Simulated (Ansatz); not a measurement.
**Whose spectrum is this?**

Method: Ansatz, r2SCAN, independent particles, without spin-orbit coupling, line width 0.1 eV (Gaussian); metals get a typed carrier damping. The response is along the first axis of the cell.

```
E (eV)   Im ε
  0.50  95.90
  1.00  46.13
  1.50  21.52
  2.00   8.11
  2.50   7.39
  3.00   5.01
  3.50   3.27
  4.00   2.15
  4.50   2.17
  5.00   1.73
  5.50   1.31
  6.00   0.98
  6.50   0.82
  7.00   0.55
  7.50   0.38
  8.00   0.34
```

Which of these systems gave the spectrum?
A. SrCl2 (Fm-3m)
B. NaTcO4 (I4_1/a)
C. Hf (P6_3/mmc)
D. Zr3Cd2 (Pmmm)

D. Zr3Cd2 (Pmmm): a metal, with a Drude term. The others: SrCl2 (Fm-3m), least direct gap 5.99 eV, ε∞ = 2.99 along the first axis, strongest peak along the first axis at 8.21 eV; NaTcO4 (I4_1/a), least direct gap 3.16 eV, ε∞ = 4.76 along the first axis, strongest peak along the first axis at 4.04 eV; Hf (P6_3/mmc), a metal, with a Drude term, main peak of the conductivity above 1 eV at 2.51 eV.

[Logs are printed without paths, hosts, clocks, repeated set-up lines and the standing remarks that a program may print on its own settings, such as how far it seeks lower states.]
